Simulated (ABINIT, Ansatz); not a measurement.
# Calculated records

**A GW chain in ABINIT: CdWO4 (P2/c)**

The structure is monoclinic, space group P2/c (No. 13). The conventional cell has a = 5.040 Å, b = 5.870 Å, c = 5.084 Å, α = 90.00°, β = 91.48°, γ = 90.00°. Nearest to Cd lie 6 O at 2.20 to 2.43 Å. W has 6 O at 1.78 to 2.15 Å nearest. O has 2 W at 1.92 to 2.15 Å and 1 Cd at 2.20 Å nearest. Nearest to O lie 1 W at 1.78 Å and 2 Cd at 2.28 to 2.43 Å. Farther neighbours, and contacts between anions beyond the nearest, are not listed.

```
method               : RPA screening on LDA, plane waves, norm-conserving pseudopotentials (and 2 further levels or steps)
program              : ABINIT 10.8.3
settings             : cutoff 47 Ha, PseudoDojo scalar-relativistic 0.4.1 standard, norm-conserving, ngkpt (2, 2, 2), nband 399, ecuteps 6.5 Ha, inclvkb 2, shiftk (0, 0, 0), symchi 1, awtr 1, frequency ppm, 2×2×2 k-mesh
cost                 : 5 runs, 49 min in all on 16 MPI ranks of Intel Xeon 6975P-C (Granite Rapids), shared host
notes                : The program’s warnings: nproc spkpt=  >= nkpt= * nsppol=. The cell and positions come from the Crystallography Open Database and are kept as given unless a step says otherwise. Limits: d shell near the gap, gap tends to lie low; no spin-orbit coupling. The calculation has static nuclei and no excitons; a measured gap holds zero-point and thermal motion, which mostly lowers it. With atoms this heavy the missing spin-orbit coupling may be the largest error. The 2×2×2 mesh is coarse for this cell, which bears on the long-range parts of exchange and screening.
LDA gap              : 2.98 eV, indirect (only 14 meV under the direct gap)
G0W0 gap on the mesh : 4.69 eV
GW settings          : 2×2×2 mesh, 399 bands, screening to 176.9 eV, Godby-Needs plasmon pole
known limits         : short of the basis limit; d shell near the gap, gap tends to lie low; no spin-orbit coupling; coarse k mesh
```

G0W0 moves the gap on the mesh from 3.00 eV to 4.69 eV (+1.69 eV), with Z of 0.79 and 0.82 at the edges. Local fields lower the RPA ε∞ on this mesh from 5.74 to 5.03; a Γ-centred mesh this coarse tends to raise both, most where the direct gap is narrow, while a short band sum lowers them.

[Long decimals in the printed logs are rounded to 6 places.]

[Logs are printed without paths, hosts, clocks, repeated set-up lines and the standing remarks that a program may print on its own settings, such as how far it seeks lower states.]

[Paths, hosts, dates, memory and timing lines, banners, echoed tables and standing remarks are left out of the program output; an Ansatz launch command may be rebuilt from the run's recorded settings. Measured values are a selection of at most five: reports struck by readers or far from the other reports are left out. None is set beside runs whose start may be inverted or whose files or cutoffs have a known fault.]

[Runs of the session that timed out or met a known fault of the program may be left out.]

[Hosts, paths, dates, database ids (printed as entryN), source tags and the programs' standing remarks are cut or masked in the printed files.]

[G0W0 gaps are taken among the corrected bands and points alone; a level outside them can change the order at an edge.]

[Where Ansatz stands beside ABINIT at settings called matched, ABINIT's density can come from a denser mesh and the files from another edition; pairs whose starting gaps differed by over 0.03 eV were left out, so agreement reads better than it is.]
